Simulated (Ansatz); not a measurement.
**O on Ni(111): change of the work function**

How does O on the fcc site change the work function of Ni(111) as the layer fills?

Main program and level: Ansatz 0.2.0; plane-wave DFT, PBE, Ansatz PAW.

## 1. The structure

The cell holds 4 atoms: 4 Ni. Its edges and angles: a = 2.489 Å, b = 2.489 Å, c = 24.097 Å, α = 90.0°, β = 90.0°, γ = 60.0°. Vacuum lies along c.

## 2. The clean slab

The bare slab comes first, as the zero from which every change is counted. The two lowest layers are held at bulk places and the upper ones relax. The dipole correction removes the false field that a one-sided slab makes across the periodic vacuum, so each face gets a flat vacuum level of its own.

The input, input.yaml:

```yaml
crystal:
  lattice:
    - [2.4890158698, 0.0, 0.0]
    - [1.2445079349, 2.1555509736, 0.0]
    - [0.0, 0.0, 24.0968188426]
  atoms:
    - { symbol: Ni, position: [0.0, 0.0, 0.3734932839], spin: 0.7 }
    - { symbol: Ni, position: [0.3333333333, 0.3333333333, 0.4578310946], spin: 0.7 }
    - { symbol: Ni, position: [0.6666666667, 0.6666666667, 0.5421689054], spin: 0.7 }
    - { symbol: Ni, position: [0.0, 0.0, 0.6265067161], spin: 0.7 }
magnetization:
  spin_polarized: true
kpoints:
  mp_grid: { grid: [12, 12, 1] }
hamiltonian:
  xc: pbe
scf:
  occupations: { method: fermi_dirac, width: 0.1 }
  convergence: { dr2_threshold: 1.0e-08 }
efield:
  axis: 3
  dipole_correction: true
  ramp_position: 0.97
  ramp_width: 0.06
relax:
  f_tol: 0.02
  max_steps: 60
  constraints: [{ sites: [0, 1] }]
output:
  write_potential: true
  write_density: true
  volumetric_format: npy
```

Launch:

```console
$ ansatz run input.yaml --threads 4 --pin off --max-ram 6144MiB --backend cpu --events-out ev --progress --plain --runs-dir out
```

The program printed:

```text
Engine: ansatz 0.2.0, x86_64-unknown-linux-gnu
Pseudopotentials: kind: paw
Pseudopotential: Ni, paw, valence charge 18, recommended cutoff 420 eV (normal), Ni.paw.azcp
Functional definition: PBE
  parameter kappa = 0.804
  parameter beta = 0.066725
  exchange = pbe_x(kappa = kappa, mu = beta*pi^2/3)
  correlation = pbe_c(beta = beta)
Crystal: 4 atoms, lattice volume = 129.284 Å³
Basis set: ecut = 420 eV, 2439 PW (Γ), exchange–correlation on 36×36×324 points (8 copies of the dense FFT grid, shifted against one another)
Bands: 45, of which v1, the nominal top of the filled ones, is band 36 counted from 1 (35 counted from 0)
Symmetry: 6 space group operations
k-points: 19 of 144 (time reversal used)
Non-local potential: Ni, projectors of the file, l = 0: 3, l = 1: 2, l = 2: 3, l = 3: 1
PAW form: soft (Blöchl's): semilocal exchange-correlation on the pseudo side does not see the compensation charge
PAW one-centre angular grid: Ni, 590 points (default); XC on 64 Gauss nodes
Initial density: superposition of atomic densities (neutral atoms: chi_scale 0, normalization atom)
Starting moments: Σ|m| = 2.8 μB on 4 of 4 sites
Initial wavefunctions: pseudopotential atomic-orbital guess
Functional: x = pbe(κ = 0.804, μ = 0.219515), c = pbe(β = 0.066725)
SCF iter   1: F=—  HF=-23353.905145 eV  |F-HF|=—  |Δ(HF+E_count)|=         —  Δρ=2.86e-2 (↑1.12e-2 ↓2.86e-2)  dr2=2.62e0  dr2_m=2.76e-1  M=2.997 μB ∫|m|=3.146 μB  β_m=1.00  ethr=3.10e-3  p=0.000 e·Å  D=5.13e-13 V/Å  ΔV_dip=-0.00 eV  dr2_dipole=4.80e-7  V_vac-E_F(+/−)=7.25/7.25 eV  ⟨swp⟩=10.9  Hψ=8806  notcnv=0  defer=16
Mixer restart at iter 1: flushing history
efield: sawtooth ramp at fractional position 0.9700 (set: `efield.ramp_position`, or a place that a band, a saddle search or an elastic batch's reference lends), width 0.0600; the density the first Hamiltonian is built on has a dipole p = 0.000 e·Å; the dipole correction subtracts the counter field D = 5.13e-13 V/Å, which shifts the + side's vacuum level by -0.00 eV against the − side's; the planar-averaged density in the ramp window peaks in size at 7.6e-6 e/Å³
preconditioner: auto → LDOS  [metal: Δε(μ)=0.005 eV  Ē_g=7.174 eV  σ=0.100 eV  W_gap=0.01  n_scr=18 (ndim 8)  ℏωp=20.7 eV  f_vac=0.604  D(μ)=7.90/eV (n_scr^D=102)]
spin=Collinear: LDOS preconditioning applied to the charge; magnetization (m = ρ↑ − ρ↓) channel mixes plain (no charge-response kernel on spin).
SCF iter   2: F=—  HF=-23354.537091 eV  |F-HF|=—  |Δ(HF+E_count)|=   6.32e-1  Δρ=1.21e-2 (↑1.21e-2 ↓9.37e-3)  dr2=4.70e-1  dr2_m=6.08e-3  M=2.950 μB ∫|m|=3.239 μB  β_m=0.32  ethr=3.10e-3  p=-0.000 e·Å  D=-1.18e-5 V/Å  ΔV_dip=0.00 eV  dr2_dipole=1.68e-7  V_vac-E_F(+/−)=6.45/6.45 eV  ⟨swp⟩=2.3  Hψ=2954  notcnv=0  defer=39
density mixer auto → msr1: a metal under ldos (density of states about μ 3.85 of a free-electron gas's, 18 screened modes)
SCF iter   3: F=—  HF=-23355.900691 eV  |F-HF|=—  |Δ(HF+E_count)|=    1.36e0  Δρ=6.31e-3 (↑6.31e-3 ↓4.98e-3)  dr2=1.22e-1  dr2_m=5.55e-3  M=2.942 μB ∫|m|=3.263 μB  β_m=0.52  ethr=6.53e-4  p=-0.000 e·Å  D=-1.94e-7 V/Å  ΔV_dip=0.00 eV  dr2_dipole=6.01e-9  V_vac-E_F(+/−)=6.01/6.01 eV  ⟨swp⟩=3.0  Hψ=2841  notcnv=0  defer=40
SCF iter   4: F=—  HF=-23357.393574 eV  |F-HF|=—  |Δ(HF+E_count)|=         —  Δρ=6.98e-3 (↑4.12e-3 ↓6.98e-3)  dr2=1.03e-1  dr2_m=3.75e-3  M=2.826 μB ∫|m|=3.215 μB  β_m=0.52  ethr=1.70e-4  p=-0.000 e·Å  D=-2.45e-6 V/Å  ΔV_dip=0.00 eV  dr2_dipole=3.16e-9  V_vac-E_F(+/−)=5.44/5.44 eV  ⟨swp⟩=3.7  Hψ=3872  notcnv=0  defer=38
SCF iter   5: F=—  HF=-23357.642354 eV  |F-HF|=—  |Δ(HF+E_count)|=   2.49e-1  Δρ=4.88e-3 (↑1.50e-3 ↓4.88e-3)  dr2=3.19e-2  dr2_m=5.57e-3  M=2.736 μB ∫|m|=3.135 μB  β_m=0.76  ethr=1.43e-4  p=0.000 e·Å  D=1.02e-6 V/Å  ΔV_dip=-0.00 eV  dr2_dipole=4.36e-9  V_vac-E_F(+/−)=5.26/5.26 eV  ⟨swp⟩=2.4  Hψ=2763  notcnv=0  defer=40
SCF iter   6: F=—  HF=-23357.693928 eV  |F-HF|=—  |Δ(HF+E_count)|=   5.16e-2  Δρ=2.88e-3 (↑1.47e-3 ↓2.88e-3)  dr2=1.26e-2  dr2_m=1.52e-3  M=2.669 μB ∫|m|=3.070 μB  β_m=0.86  ethr=4.44e-5  p=-0.000 e·Å  D=-5.88e-6 V/Å  ΔV_dip=0.00 eV  dr2_dipole=2.13e-8  V_vac-E_F(+/−)=5.15/5.15 eV  ⟨swp⟩=2.2  Hψ=2708  notcnv=0  defer=40
SCF iter   7: F=—  HF=-23357.694448 eV  |F-HF|=—  |Δ(HF+E_count)|=   5.20e-4  Δρ=2.31e-3 (↑1.35e-3 ↓2.31e-3)  dr2=9.68e-3  dr2_m=5.46e-4  M=2.662 μB ∫|m|=3.065 μB  β_m=0.72  ethr=1.75e-5  p=0.000 e·Å  D=1.37e-5 V/Å  ΔV_dip=-0.00 eV  dr2_dipole=5.05e-8  V_vac-E_F(+/−)=5.06/5.06 eV  ⟨swp⟩=2.7  Hψ=3609  notcnv=0  defer=46
SCF iter   8: F=—  HF=-23357.693229 eV  |F-HF|=—  |Δ(HF+E_count)|=   1.22e-3  Δρ=4.06e-4 (↑1.85e-4 ↓4.06e-4)  dr2=3.64e-4  dr2_m=1.71e-5  M=2.660 μB ∫|m|=3.064 μB  β_m=0.68  ethr=1.34e-5  p=-0.000 e·Å  D=-3.62e-6 V/Å  ΔV_dip=0.00 eV  dr2_dipole=1.02e-8  V_vac-E_F(+/−)=5.09/5.09 eV  ⟨swp⟩=2.0  Hψ=2577  notcnv=0  defer=48
SCF iter   9: F=—  HF=-23357.693190 eV  |F-HF|=—  |Δ(HF+E_count)|=   3.90e-5  Δρ=1.79e-4 (↑7.00e-5 ↓1.79e-4)  dr2=3.02e-5  dr2_m=1.70e-5  M=2.661 μB ∫|m|=3.067 μB  β_m=0.69  ethr=5.05e-7  p=0.000 e·Å  D=3.89e-6 V/Å  ΔV_dip=-0.00 eV  dr2_dipole=1.52e-8  V_vac-E_F(+/−)=5.09/5.09 eV  ⟨swp⟩=3.2  Hψ=3585  notcnv=0  defer=48
SCF iter  10: F=—  HF=-23357.693186 eV  |F-HF|=—  |Δ(HF+E_count)|=   3.73e-6  Δρ=5.06e-5 (↑4.29e-5 ↓5.06e-5)  dr2=1.84e-6  dr2_m=2.32e-6  M=2.661 μB ∫|m|=3.067 μB  β_m=0.80  ethr=4.19e-8  p=-0.000 e·Å  D=-3.66e-6 V/Å  ΔV_dip=0.00 eV  dr2_dipole=5.48e-9  V_vac-E_F(+/−)=5.08/5.08 eV  ⟨swp⟩=2.1  Hψ=2621  notcnv=0  defer=48
SCF iter  11: F=—  HF=-23357.693187 eV  |F-HF|=—  |Δ(HF+E_count)|=   9.70e-7  Δρ=2.04e-5 (↑1.28e-5 ↓2.04e-5)  dr2=6.06e-7  dr2_m=1.91e-7  M=2.661 μB ∫|m|=3.067 μB  β_m=0.87  ethr=2.55e-9  p=0.000 e·Å  D=7.86e-6 V/Å  ΔV_dip=-0.00 eV  dr2_dipole=2.86e-8  V_vac-E_F(+/−)=5.08/5.08 eV  ⟨swp⟩=2.0  Hψ=2534  notcnv=0  defer=48
SCF iter  12: F=—  HF=-23357.693187 eV  |F-HF|=—  |Δ(HF+E_count)|=   2.52e-7  Δρ=1.80e-5 (↑1.51e-5 ↓1.80e-5)  dr2=9.34e-7  dr2_m=1.72e-8  M=2.661 μB ∫|m|=3.067 μB  β_m=0.65  ethr=8.42e-10  p=-0.000 e·Å  D=-1.24e-5 V/Å  ΔV_dip=0.00 eV  dr2_dipole=7.48e-8  V_vac-E_F(+/−)=5.08/5.08 eV  ⟨swp⟩=2.4  Hψ=3367  notcnv=0  defer=48
SCF iter  13: F=—  HF=-23357.693187 eV  |F-HF|=—  |Δ(HF+E_count)|=   2.13e-7  Δρ=3.07e-6 (↑2.14e-6 ↓3.07e-6)  dr2=3.88e-8  dr2_m=2.54e-9  M=2.661 μB ∫|m|=3.067 μB  β_m=0.82  ethr=8.42e-10  p=-0.000 e·Å  D=-2.09e-6 V/Å  ΔV_dip=0.00 eV  dr2_dipole=9.86e-9  V_vac-E_F(+/−)=5.08/5.08 eV  ⟨swp⟩=2.1  Hψ=2507  notcnv=0  defer=48
[...]
density mixer auto → msr1: a metal under ldos (density of states about μ 3.54 of a free-electron gas's, 18 screened modes)
SCF iter   3: F=—  HF=-23357.695252 eV  |F-HF|=—  |Δ(HF+E_count)|=   3.41e-6  Δρ=3.61e-4 (↑3.61e-4 ↓2.26e-4)  dr2=1.97e-4  dr2_m=3.77e-5  M=2.664 μB ∫|m|=3.069 μB  β_m=0.44  ethr=1.15e-6  p=0.001 e·Å  D=1.05e-3 V/Å  ΔV_dip=-0.03 eV  dr2_dipole=3.96e-5  V_vac-E_F(+/−)=5.05/5.08 eV  ⟨swp⟩=1.8  Hψ=2157  notcnv=0  defer=48
SCF iter   4: F=—  HF=-23357.695307 eV  |F-HF|=—  |Δ(HF+E_count)|=   5.47e-5  Δρ=1.71e-4 (↑1.71e-4 ↓1.57e-4)  dr2=3.28e-5  dr2_m=2.05e-5  M=2.663 μB ∫|m|=3.067 μB  β_m=0.46  ethr=2.74e-7  p=0.001 e·Å  D=8.25e-4 V/Å  ΔV_dip=-0.02 eV  dr2_dipole=2.72e-8  V_vac-E_F(+/−)=5.06/5.08 eV  ⟨swp⟩=1.5  Hψ=1939  notcnv=0  defer=48
SCF iter   5: F=—  HF=-23357.695322 eV  |F-HF|=—  |Δ(HF+E_count)|=   1.50e-5  Δρ=7.38e-5 (↑5.22e-5 ↓7.38e-5)  dr2=5.12e-6  dr2_m=4.01e-6  M=2.662 μB ∫|m|=3.067 μB  β_m=0.61  ethr=4.56e-8  p=0.000 e·Å  D=6.00e-4 V/Å  ΔV_dip=-0.01 eV  dr2_dipole=8.33e-7  V_vac-E_F(+/−)=5.07/5.08 eV  ⟨swp⟩=2.1  Hψ=2955  notcnv=0  defer=48
SCF iter   6: F=—  HF=-23357.695328 eV  |F-HF|=—  |Δ(HF+E_count)|=   6.07e-6  Δρ=4.56e-5 (↑4.34e-5 ↓4.56e-5)  dr2=5.60e-6  dr2_m=7.70e-7  M=2.661 μB ∫|m|=3.066 μB  β_m=0.57  ethr=7.11e-9  p=0.000 e·Å  D=4.49e-4 V/Å  ΔV_dip=-0.01 eV  dr2_dipole=1.57e-7  V_vac-E_F(+/−)=5.07/5.08 eV  ⟨swp⟩=3.2  Hψ=3570  notcnv=0  defer=48
SCF iter   7: F=—  HF=-23357.695328 eV  |F-HF|=—  |Δ(HF+E_count)|=   4.50e-7  Δρ=2.50e-5 (↑2.50e-5 ↓1.50e-5)  dr2=2.58e-6  dr2_m=2.43e-7  M=2.661 μB ∫|m|=3.065 μB  β_m=0.52  ethr=7.11e-9  p=0.000 e·Å  D=3.65e-4 V/Å  ΔV_dip=-0.01 eV  dr2_dipole=9.17e-7  V_vac-E_F(+/−)=5.07/5.08 eV  ⟨swp⟩=2.1  Hψ=2796  notcnv=0  defer=48
SCF iter   8: F=—  HF=-23357.695328 eV  |F-HF|=—  |Δ(HF+E_count)|=   1.03e-7  Δρ=1.02e-5 (↑9.79e-6 ↓1.02e-5)  dr2=4.18e-8  dr2_m=1.01e-7  M=2.661 μB ∫|m|=3.065 μB  β_m=0.69  ethr=3.58e-9  p=0.000 e·Å  D=3.80e-4 V/Å  ΔV_dip=-0.01 eV  dr2_dipole=2.27e-9  V_vac-E_F(+/−)=5.07/5.08 eV  ⟨swp⟩=2.4  Hψ=2337  notcnv=0  defer=48
SCF iter   9: F=—  HF=-23357.695329 eV  |F-HF|=—  |Δ(HF+E_count)|=   1.87e-7  Δρ=4.88e-6 (↑4.08e-6 ↓4.88e-6)  dr2=1.37e-7  dr2_m=1.15e-8  M=2.660 μB ∫|m|=3.065 μB  β_m=0.62  ethr=5.80e-11  p=0.000 e·Å  D=3.76e-4 V/Å  ΔV_dip=-0.01 eV  dr2_dipole=2.33e-9  V_vac-E_F(+/−)=5.07/5.08 eV  ⟨swp⟩=3.1  Hψ=3709  notcnv=0  defer=48
SCF iter  10: F=—  HF=-23357.695329 eV  |F-HF|=—  |Δ(HF+E_count)|=   2.00e-9  Δρ=2.48e-6 (↑2.48e-6 ↓2.27e-6)  dr2=2.53e-8  dr2_m=3.11e-9  M=2.660 μB ∫|m|=3.065 μB  β_m=0.56  ethr=5.80e-11  p=0.000 e·Å  D=3.70e-4 V/Å  ΔV_dip=-0.01 eV  dr2_dipole=7.80e-9  V_vac-E_F(+/−)=5.07/5.08 eV  ⟨swp⟩=2.3  Hψ=3260  notcnv=0  defer=48
SCF iter  11: F=—  HF=-23357.695329 eV  |F-HF|=—  |Δ(HF+E_count)|=   4.09e-9  Δρ=1.37e-6 (↑1.37e-6 ↓1.25e-6)  dr2=3.07e-9  dr2_m=1.06e-9  M=2.660 μB ∫|m|=3.065 μB  β_m=0.56  ethr=3.52e-11  p=0.000 e·Å  D=3.74e-4 V/Å  ΔV_dip=-0.01 eV  dr2_dipole=4.13e-10  V_vac-E_F(+/−)=5.07/5.08 eV  ⟨swp⟩=2.0  Hψ=2492  notcnv=0  defer=48
SCF iter  12: F=—  HF=-23357.695329 eV  |F-HF|=—  |Δ(HF+E_count)|=  1.09e-10  Δρ=9.57e-7 (↑9.57e-7 ↓4.74e-7)  dr2=1.33e-9  dr2_m=5.61e-10  M=2.660 μB ∫|m|=3.065 μB  β_m=0.78  ethr=4.26e-12  p=0.000 e·Å  D=3.75e-4 V/Å  ΔV_dip=-0.01 eV  dr2_dipole=7.23e-11  V_vac-E_F(+/−)=5.07/5.08 eV  ⟨swp⟩=2.1  Hψ=2475  notcnv=0  defer=48
SCF iter  13: F=—  HF=-23357.695329 eV  |F-HF|=—  |Δ(HF+E_count)|=   1.55e-9  Δρ=2.68e-6 (↑4.03e-7 ↓2.68e-6)  dr2=1.70e-8  dr2_m=1.72e-9  M=2.660 μB ∫|m|=3.065 μB  β_m=0.89  ethr=1.84e-12  p=0.000 e·Å  D=3.77e-4 V/Å  ΔV_dip=-0.01 eV  dr2_dipole=1.19e-11  V_vac-E_F(+/−)=5.07/5.08 eV  ⟨swp⟩=2.0  Hψ=2401  notcnv=0  defer=48
SCF iter  14: F=-23357.695329 eV  HF=-23357.695329 eV  |F-HF|=3.09e-9  |Δ(HF+E_count)|=  7.39e-10  Δρ=9.82e-7 (↑4.18e-7 ↓9.82e-7)  dr2=3.32e-9  dr2_m=1.19e-10  M=2.660 μB ∫|m|=3.065 μB  ethr=1.84e-12  p=0.000 e·Å  D=3.78e-4 V/Å  ΔV_dip=-0.01 eV  dr2_dipole=6.55e-10  V_vac-E_F(+/−)=5.07/5.08 eV  ⟨swp⟩=6.4  Hψ=10612  notcnv=0
SCF 3 converged in 14 iterations: F = -23357.695329 eV  dr2 = 3.32e-9
relax step   3: F+E_penalty+E_count = -23357.69532857 eV  Δ(F+E_penalty+E_count) = -7.169e-4 eV  max|allowed force component| = 2.489e-3 eV/Å  Δτ_max = 0.0193 Å  (14 SCF iters, accepted)
NSCF: frozen V_eff on 19 k-points
the band table was solved once a step of the walk had ended and its energy, with any forces and stress, was formed, with the checks that follow a solve (9223 applications of the Hamiltonian). They found nothing against the state; the energy, forces and stress were not computed again (output.eigenvalues in the input reference)
WARN: The output density's exchange-correlation potential varies sharply where the density is thin. Do not read a vacuum level from v_tot or v_xc, or from such a field of the output density. On a cell that repeats whose density bears no net charge and no dipole along the vacuum's axis use v_es (v_loc + v_h of the components); under efield.dipole_correction with no amplitude use v_es + v_field, which holds any externa [...]
SCF converged after 14 iterations
Magnetization: 2.6604 μB (37.3302 up, 34.6698 down)
Absolute magnetization: 3.0681 μB (∫|ρ↑−ρ↓|, with the PAW one-centre terms)
Spin contamination: 0.0397 ħ² per cell (⟨S²⟩ above its minimum at these occupations)
Per-site moments (μB) at R_I (Å): [(0.697093, 1.026719), (0.715500, 1.024444), (0.716982, 1.017614), (0.700575, 1.017614)]
Free energy (F): -23357.695329 eV
Harris-Foulkes:  -23357.695329 eV  (|F-HF|=3.09e-9)
Internal energy: -23357.459514 eV  (E = F + TS)
E sigma→0 (E₀):  -23357.577421 eV
Entropy (-TS):   -0.235815 eV (-58.954 meV/atom)
Fermi energy:    2.806611 eV
Dipole field:    D = 0.000421 V/Å  (p = 0.000301 e·Å, saw-weighted, corrected)
Work function:   Φ+ = 5.0720 eV   Φ− = 5.0821 eV
Levels:          The Fermi level and band energies are counted from a zero that moves with the ramp; work functions are not
--- Per-component energies (eV) ---
  E_band       = -2233.047862
  E_kinetic    = 1126.070186
  E_local      = -172553.797078  (includes V_loc(G=0)·N_el)
  E_nonlocal   = 2547.333319
  E_hartree    = 84594.329656
  E_xc         = -336.334412
  E_vxc        = -433.429833  (∫ρ·V_xc dr)
  E_paw        = -6522.740084  (= ΣΔE_a)
  E_vpaw       = -2107.890509  (= ΣTr[D̂ρ^β])
  E_aug_tail   = 0.002094  (compensation charges beyond the density's cutoff)
  E_efield     = 0.000000  (sawtooth field / dipole correction)
  E_vefield    = 0.000308  (∫n·V_field dr)
  E_ewald      = 67787.676805
  E_smearing   = -0.235815  (= −TS)
  E_closure    = -0.000000  (closes the sum)
  Σ components = -23357.695329   (vs F -23357.695329, Δ=0.00e0)
--- Forces (eV/Å), atoms counted from 1 ---
  atom   1  Ni     0.00000000    -0.00000000     0.14360215
  atom   2  Ni    -0.00000000    -0.00000000    -0.14451426
  atom   3  Ni     0.00000000     0.00000000    -0.00159028
  atom   4  Ni    -0.00000000     0.00000000     0.00248866
  max |Σ_I F_I| component: 1.37e-5 eV/Å
--- Band table (eV; the first three rows and the last of 38) ---
  k-point 0 ↑: bands = [... 32 lower, 1.4980, 1.6464, 1.6464, 2.0208, 2.0208, 2.1301, 2.1788, 2.1788, ... 5 higher]
  k-point 1 ↑: bands = [... 32 lower, 1.4402, 1.5080, 1.6627, 1.6938, 1.8504, 2.0182, 2.1827, 2.7997, ... 5 higher]
  k-point 2 ↑: bands = [... 32 lower, 1.2167, 1.3936, 1.5035, 1.6730, 2.0108, 2.1822, 2.1914, 3.6577, ... 5 higher]
  k-point 18 ↓: bands = [... 32 lower, 2.7441, 2.8850, 2.8850, 2.8927, 7.8453, 8.0826, 8.0958, 8.8517, ... 5 higher]
--- Relaxed structure (3 steps of the walk, 3 accepted, 0 SCFs on fresh bases) ---
  F+E_penalty+E_count = -23357.69532857 eV   max|allowed force component| = 2.489e-3 eV/Å
  atoms:
    - { symbol: Ni, position: [0.0, 0.0, 0.373493] }
    - { symbol: Ni, position: [0.333333, 0.333333, 0.4578310946] }
    - { symbol: Ni, position: [0.666667, 0.666667, 0.541888] }
    - { symbol: Ni, position: [0, 0.0, 0.625102] }
```

The job ended after 7 s (4 threads of AMD EPYC 9R45 (Zen 5), shared host; peak memory 0.59 GiB; 26 s of CPU time).

In the SCF lines HF is the Harris–Foulkes energy and dr2 the Hartree energy of the density residual, in eV; the loop may stop once dr2 is under the threshold and the program's other checks hold. Hψ counts applications of the Hamiltonian.

Relaxation path:

```csv
step,energy less that of the first step (eV),largest force component (eV/Å)
1,0.0000,0.1468
2,-0.0014,0.0868
3,-0.0021,0.0025
```

The run keeps the 6 symmetry operations that the program found, so distortions that break them were not tested.

The atoms that moved most (Å):

```csv
atom,dx,dy,dz,length
Ni4,0.000,0.000,-0.034,0.034
Ni3,0.000,0.000,-0.007,0.007
```

Numbers from this step:

```
energy at zero smearing   : -23357.5774 eV
total moment              : 2.660 μB
site moments              : 0.6971, 0.7155, 0.7170, 0.7006 μB
work function, upper face : 5.072 eV
dipole along the normal   : 3.01e-4 e·Å
```

Running mean over 2.032 Å of the planar mean; the ramp of the sawtooth is left out. Table of electron's electrostatic potential energy less the Fermi level by z:

z (Å), electron's electrostatic potential energy less the Fermi level (eV) and a bar from the least value:
```
        3        5.1 ##############################
        4        5.1 ##############################
        5        5.1 ##############################
        6        5.0 ##############################
        7        4.4 #############################
        8       -3.2 ##############
        9      -10.0 #
       10      -10.3 #
       11      -10.4 
       12      -10.5 
       13      -10.4 
       14      -10.6 
       15      -10.2 #
       16       -4.0 #############
       17        4.3 ############################
       18        5.0 ##############################
       19        5.1 ##############################
       20        5.1 ##############################
       21        5.1 ##############################
```

Site moment by atom:

```csv
atom,site moment (μB)
Ni1,0.697
Ni2,0.716
Ni3,0.717
Ni4,0.701
```

The relaxation took 3 steps and lowered the energy by 0.0021 eV; the largest force on the free atoms ends at 0.0025 eV/Å.

The work function of the upper face is 5.07 eV.

(Part 1 of 3 ends here.)

[Long decimals in the printed logs are rounded to 6 places.]

[Logs are printed without paths, hosts, clocks, repeated set-up lines and the standing remarks that a program may print on its own settings, such as how far it seeks lower states.]

[Hosts, paths, dates, database ids (printed as entryN), source tags and the programs' standing remarks are cut or masked in the printed files.]

[Maps of the electrostatic potential energy from Ansatz leave out the sawtooth potential of an applied field or a dipole correction, so their vacuum need not be flat; planar profiles and work functions include it.]
